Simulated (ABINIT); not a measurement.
**A GW run on Li2H6Pt (Fm-3m) in ABINIT, with inputs changed**

Aim: change inputs of a GW run on Li2H6Pt (Fm-3m) and see what moves.

Main program and level: ABINIT 10.8.3; LDA and many-body steps on it, plane waves.

This is a report of a sequence of runs, with most program output left out.

### 1. Starting point

The structure is cubic, space group Fm-3m (No. 225). The conventional cell has a = 6.650 Å, b = 6.650 Å, c = 6.650 Å, α = 90.00°, β = 90.00°, γ = 90.00°. Nearest to Li lie 12 H at 2.35 Å. H has 1 Pt at 1.63 Å nearest. Pt has 6 H at 1.63 Å nearest. Farther neighbours are not listed.

The cell and positions are those that the Materials Project relaxed with its own functionals (PBE, PBE+U or r2SCAN), kept fixed. Spin-orbit coupling is left out unless a step names it.

### 2. Screening, 4×4×4 mesh, 70 bands, screening to 122.5 eV

This step: ABINIT 10.8.3; RPA screening on LDA, plane waves, norm-conserving pseudopotentials.

The RPA dielectric matrix is built and inverted for each q.

run.abi reads:

```
acell 3*1.0 Angstrom
rprim 
  0.000000000000 3.324927160000 3.324927160000
  3.324927160000 0.000000000000 3.324927160000
  3.324927160000 3.324927160000 0.000000000000
ntypat 3
znucl 3 1 78
natom 9
typat 1 1 2 2 2 2 2 2 3
xred 
  0.750000000000 0.750000000000 0.750000000000
  0.250000000000 0.250000000000 0.250000000000
  0.754787880000 0.754787880000 0.245212120000
  0.245212120000 0.754787880000 0.245212120000
  0.754787880000 0.245212120000 0.245212120000
  0.245212120000 0.245212120000 0.754787880000
  0.754787880000 0.245212120000 0.754787880000
  0.245212120000 0.754787880000 0.754787880000
  0.000000000000 0.000000000000 0.000000000000
pp_dirpath "pseudos"
pseudos "Li.upf, H.upf, Pt.upf"
ecut 34
ngkpt 4 4 4
nshiftk 1
shiftk 0 0 0
kptopt 1
chksymbreak 0
istwfk *1
occopt 1
irdwfk 1
optdriver 3
nband 70
ecuteps 4.5
inclvkb 2
awtr 1
symchi 1
indata_prefix "in"
outdata_prefix "out"
tmpdata_prefix "tmp"
```

Started as:

```bash
> OMP_NUM_THREADS=1 mpirun -n 4 abinit run.abi > log
```

Wall time 25 s (4 MPI ranks of Intel Xeon Platinum 8375C at 2.90GHz (Ice Lake), shared host); peak memory 1.1 GiB; 98 s of CPU time.

This step gave:

```
ε∞ with local fields, on this mesh, along the program's q direction : 4.218
the same without local fields                                       : 5.163
plasma frequency                                                    : 23.72 eV
plane waves in the screening matrix                                 : 259
```

Local fields lower ε∞ by 18 %.

### 3. Base

The self-energy is evaluated for the states that the input lists, and the levels follow from it, in one-shot runs by the linearised quasiparticle equation.

This step: G0W0 on LDA, plane waves, norm-conserving pseudopotentials.

run.abi, as its differences from that of step 2:

```diff
@@ -30,8 +30,19 @@
 irdwfk 1
-optdriver 3
+optdriver 4
 nband 70
+gwcalctyp 0
+ecutsigx 34
+symsigma 1
+nkptgw 3
+kptgw 
+  -0.2500000000 0.2500000000 0.0000000000
+  0.5000000000 0.5000000000 0.0000000000
+  0.0000000000 0.0000000000 0.0000000000
+bdgw 
+  14 17
+  14 17
+  13 19
 ecuteps 4.5
-inclvkb 2
-awtr 1
-symchi 1
+irdscr 1
+ppmodel 1
 indata_prefix "in"
```

Run time: 15 s. Hardware: 4 MPI ranks; peak memory 1 GiB.

Numbers from this step:

| Property | Result |
| --- | --- |
| G0W0 gap on the points computed | 4.783 eV |
| starting gap on the mesh | 2.758 eV |
| k of the valence top | -0.25, 0.25, 0 |
| k of the conduction bottom | 0.5, 0.5, 0 |
| Z at the valence top | 0.811 |
| Z at the conduction bottom | 0.827 |
| least direct G0W0 gap on the computed points | 6.51 eV |

The gap on the mesh goes from 2.76 eV to 4.78 eV, a correction of +2.03 eV.

### 4. Coulomb singularity

run.abi, as its differences from that of step 3:

```diff
@@ -47,2 +47,3 @@
 ppmodel 1
+gw_icutcoul 7
 indata_prefix "in"
```

It took 23 s on 4 MPI ranks; peak memory 1.1 GiB; 91 s of CPU time.

Numbers from this step:

| Item | Value |
| --- | --- |
| G0W0 gap on the points computed | 4.791 eV |
| starting gap on the mesh | 2.758 eV |
| k of the valence top | -0.25, 0.25, 0 |
| k of the conduction bottom | 0.5, 0.5, 0 |
| Z at the valence top | 0.811 |
| Z at the conduction bottom | 0.826 |
| least direct G0W0 gap on the computed points | 6.517 eV |

Against G0W0 in ABINIT (4×4×4 mesh, 70 bands, screening to 122.5 eV, Godby-Needs plasmon pole), the gap moves by +0.008 eV.

### 5. Side by side

Times are wall times on 4 MPI ranks of Intel Xeon Platinum 8375C at 2.90GHz (Ice Lake), shared host, good to a factor of about two. A run's time includes the screening step that it read.

| run | mesh | bands | screening cutoff (eV) | DFT gap (eV) | gap on the mesh (eV) | direct (eV) | ε∞ used | time |
| --- | --- | --- | --- | --- | --- | --- | --- | --- |
| base | 4×4×4 | 70 | 122.5 | 2.758 | 4.783 | 6.510 | 4.22 | 40 s |
| Coulomb singularity | 4×4×4 | 70 | 122.5 | 2.758 | 4.791 | 6.517 | 4.22 | 48 s |

### 6. Outcome

* base: 4.783 eV
* Coulomb singularity: 4.791 eV
* known limits: not at the basis limit; no spin polarisation; d states lean on the start; no spin-orbit coupling

What this shows: Coulomb singularity: +0.008 eV against base (keys changed: gw_icutcoul). Bands and cutoff are finite, so the gap is not at the basis limit. The miss can reach some tenths of an eV and take either sign; the mesh is an error of its own. In the G0W0 runs levels were corrected at 3 k points alone, so a gap called «on the mesh» is the least over those, and an edge elsewhere would be missed. The runs have no spin polarisation. For a closed low-spin shell that is the natural state; where a d or f shell is open it is a constraint, and the gap is then not the crystal's own. With d states at the gap, one-shot GW leans hard on its start. The many-body steps are scalar-relativistic: spin-orbit coupling is not in them.

[Paths, hosts, dates, memory and timing lines, banners, echoed tables and standing remarks are left out of the program output.]

[Logs are printed without paths, hosts, clocks, repeated set-up lines and the standing remarks that a program may print on its own settings, such as how far it seeks lower states.]

[Runs of the session that timed out or met a known fault of the program may be left out.]

[Hosts, paths, dates, database ids (printed as entryN), source tags and the programs' standing remarks are cut or masked in the printed files.]

[G0W0 gaps are taken among the corrected bands and points alone; a level outside them can change the order at an edge.]

[Where Ansatz stands beside ABINIT at settings called matched, ABINIT's density can come from a denser mesh and the files from another edition; pairs whose starting gaps differed by over 0.03 eV were left out, so agreement reads better than it is.]
